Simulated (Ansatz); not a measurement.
# LiZrAgN2 (built on the sites of a database entry of Li2ZrN2): the cell at rest, part 2 of 2

Aim: bring LiZrAgN2 (built on the sites of a database entry of Li2ZrN2) to small forces and stress, as phonons need.

Ansatz 0.2.0; DFT PBE+D3(BJ), scalar-relativistic, plane waves, PAW.

So far. Step 2 (A coarse first look): The coarse mesh shows a gap of 1.04 eV and a pressure of 10.8 GPa. The relaxed cell has a = 3.303, c = 6.218 Å (conventional setting).

The structure was built from a prototype and need not be the compound's stable phase.

## (4) Relaxation (continued)

ELF in the ac plane at fractional y = 0.333, with atoms of Li and N within 0.2 Å of it. It is the smooth field of the valence electrons, not physical close to the nuclei.

Values, 24 rows by 14 columns, each cell a mean:
```
0.18 0.24 0.29 0.26 0.17 0.18 0.39 0.65 0.76 0.77 0.77 0.71 0.53 0.28
0.20 0.15 0.16 0.15 0.14 0.31 0.61 0.78 0.76 0.68 0.72 0.78 0.71 0.46
0.29 0.13 0.09 0.09 0.17 0.48 0.75 0.80 0.61 0.33 0.45 0.72 0.80 0.64
0.39 0.16 0.09 0.11 0.26 0.59 0.79 0.78 0.49 0.14 0.29 0.66 0.81 0.72
0.35 0.17 0.11 0.13 0.25 0.53 0.75 0.79 0.65 0.44 0.53 0.74 0.79 0.66
0.22 0.14 0.12 0.13 0.17 0.34 0.59 0.75 0.76 0.72 0.74 0.77 0.70 0.47
0.13 0.13 0.15 0.15 0.13 0.16 0.29 0.49 0.63 0.68 0.66 0.57 0.39 0.21
0.14 0.19 0.22 0.21 0.17 0.13 0.15 0.24 0.35 0.42 0.40 0.30 0.19 0.13
0.19 0.25 0.29 0.28 0.23 0.16 0.13 0.14 0.17 0.21 0.19 0.16 0.13 0.13
0.24 0.30 0.33 0.32 0.27 0.20 0.16 0.13 0.13 0.13 0.13 0.13 0.14 0.17
0.24 0.29 0.31 0.31 0.27 0.22 0.18 0.15 0.13 0.12 0.12 0.13 0.16 0.19
0.23 0.25 0.26 0.26 0.24 0.21 0.18 0.14 0.10 0.07 0.08 0.12 0.16 0.20
0.19 0.19 0.19 0.19 0.19 0.18 0.13 0.07 0.04 0.04 0.03 0.04 0.10 0.16
0.16 0.17 0.17 0.17 0.17 0.13 0.07 0.04 0.14 0.29 0.23 0.07 0.04 0.10
0.17 0.22 0.23 0.23 0.20 0.12 0.04 0.15 0.61 0.87 0.78 0.36 0.06 0.06
0.29 0.41 0.45 0.43 0.37 0.18 0.06 0.30 0.84 0.97 0.93 0.58 0.11 0.09
0.46 0.58 0.61 0.60 0.53 0.31 0.09 0.19 0.66 0.92 0.83 0.41 0.08 0.15
0.59 0.67 0.70 0.69 0.63 0.46 0.19 0.07 0.21 0.43 0.34 0.11 0.08 0.30
0.60 0.66 0.68 0.68 0.64 0.52 0.32 0.12 0.04 0.01 0.02 0.06 0.18 0.42
0.47 0.51 0.52 0.52 0.49 0.42 0.31 0.17 0.09 0.06 0.06 0.11 0.22 0.36
0.26 0.29 0.30 0.30 0.28 0.24 0.20 0.15 0.11 0.10 0.10 0.12 0.16 0.21
0.15 0.20 0.23 0.21 0.16 0.11 0.10 0.12 0.15 0.17 0.16 0.13 0.11 0.11
0.17 0.27 0.32 0.29 0.19 0.10 0.11 0.18 0.28 0.35 0.32 0.23 0.14 0.11
0.19 0.30 0.37 0.34 0.21 0.12 0.18 0.36 0.53 0.61 0.58 0.45 0.27 0.15
```
Columns run along a (3.3 Å), rows up along c (6.2 Å). Atoms in or near the plane, at fractional coordinates: Li at (0.67, 0.33), N at (0.67, 0.85).

Valence density in the ac plane at fractional y = 0.333, with atoms of Li and N within 0.2 Å of it. It is the smooth field of the valence electrons, not physical close to the nuclei.

Ten steps, logarithmic in the rise over the least value, from '_' (0.1 e/Å³) to '@' (8.1 e/Å³), each cell a mean:
```
----====--------====++++++++==----
--------------==++****####**++==--
--::::::::::--==++####%%%%##**++==
::::......::--==**##%%%%%%####++==
::........::--==++**########**++--
::........::::--==++********++==--
::::::::::::::::::--======----::::
::----------::::::::::::::::::::::
--========----::................::
--====++====--::....________....::
----======--::::..____________..::
::--------::::....____________....
....::::::....__________________..
__..........______..--====::______
__..........____..==##%%%%**--____
......::........::**%%@@@@%%++....
::::::::::::....::++%%@@@@##==....
::----------::....::++****==::....
::----------::::....________....::
::----------::::..__________....::
::----------::....__________....::
::--====----::..................::
--========--::::....::::::::..::::
--========----::::----------::::::
```
Columns run along a (3.3 Å), rows up along c (6.2 Å). Atoms in or near the plane, at fractional coordinates: Li at (0.67, 0.33), N at (0.67, 0.85).

In this step the volume went from 11.75 to 11.75 Å³/atom.

## (5) Relaxing to small forces for the phonons

Phonons need a cell at rest on their own settings, so the relaxation is repeated with tight tolerances on forces and stress on the k mesh and occupations of the first response run.

File input.yaml:

```yaml
crystal:
  lattice:
    - [3.3031962935, -2.8408e-06, 0.0]
    - [-1.6515956866, 2.8606533243, 0.0]
    - [0.0, 0.0, 6.2175831234]
  atoms:
    - { symbol: Li, position: [0.6666666667, 0.3333333333, 0.3311928714] }
    - { symbol: Ag, position: [0.3333333333, 0.6666666667, 0.5966101751] }
    - { symbol: Zr, position: [0.0, 0.0, 0.0077006186] }
    - { symbol: "N", position: [0.6666666667, 0.3333333333, 0.8461084264] }
    - { symbol: "N", position: [0.3333333333, 0.6666666667, 0.2183879085] }
kpoints:
  mp_grid: { grid: [9, 9, 4] }
hamiltonian:
  xc: pbe
  dispersion: d3bj
scf:
  occupations: { method: fixed }
output:
  forces: true
  stress: true
  eigenvalues: true
relax:
  adjacent_minimum: "off"
  f_tol: 0.001
  max_steps: 60
  cell: { stress_tol: 0.01 }
```

Started as:

```bash
> ansatz run input.yaml --threads 8 --pin off --max-ram 14336MiB --backend cpu --events-out ev --progress --plain --runs-dir out
```

Numbers of over 12 decimals in the logs are rounded to 6 here.

The log of the run:

```text
[...]
Crystal: 5 atoms, lattice volume = 58.752 Å³
Basis set: ecut = 420 eV, 1161 PW (Γ), exchange–correlation on 48×48×90 points (8 copies of the dense FFT grid, shifted against one another)
Bands: 27, of which v1, the nominal top of the filled ones, is band 22 counted from 1 (21 counted from 0)
Symmetry: 6 space group operations
[...]
k-points: 43 of 324 (time reversal used)
[...]
cell:  # Å, volume = 58.7533 Å³
    - [3.303192, -2.8407644798199355e-6, 0]
    - [-1.651593, 2.860650, 0]
    - [0, 0, 6.217759]
  atoms:
    - { symbol: Li, position: [0.666667, 0.333333, 0.331195] }
    - { symbol: Ag, position: [0.333333, 0.666667, 0.596604] }
    - { symbol: Zr, position: [0, 0, 0.00769699] }
    - { symbol: N, position: [0.666667, 0.333333, 0.846127] }
    - { symbol: N, position: [0.333333, 0.666667, 0.218377] }
[key lines of the parts left out:]
SCF converged after 5 iterations
Free energy (F): -12752.164695 eV
Fermi energy:    12.800594 eV
P = ⅓ Tr σ = 0.0011 GPa (0.011 kbar)
```

It took 3.5 s on 8 threads of Arm Neoverse V2, shared host; peak memory 0.45 GiB.

Little changed from the start: no atom moved by 0.005 Å and no cell edge by 0.1 %.

Numbers from this step:

```
pressure           : 0.001106 GPa
gap on the k-mesh  : 0.7463 eV
direct gap on mesh : 0.7463 eV
```

The largest force component left is 0.12 meV/Å and the pressure is 0.001 GPa, within the tolerances set. The cell now holds 11.75 Å³/atom.

## (6) Summary of results

| Property | Result |
| --- | --- |
| space group after relaxation (within 0.01 Å) | P3m1 |
| lattice constant a | 3.303 Å |
| lattice constant b | 3.303 Å |
| lattice constant c | 6.218 Å |
| volume per atom | 11.8 Å³ |
| gap on the k-mesh | 0.746 eV |

In words: The largest force component left is 0.12 meV/Å and the pressure is 0.001 GPa, within the tolerances set. The cell now holds 11.75 Å³/atom. The relaxation keeps the symmetry of its start, so it says nothing on stability against lower symmetry. The starting cell was built on a prototype and not taken from a measurement, so the phase need not exist.

[Logs are printed without paths, hosts, clocks, repeated set-up lines and the standing remarks that a program may print on its own settings, such as how far it seeks lower states.]

[Hosts, paths, dates, database ids (printed as entryN), source tags and the programs' standing remarks are cut or masked in the printed files.]
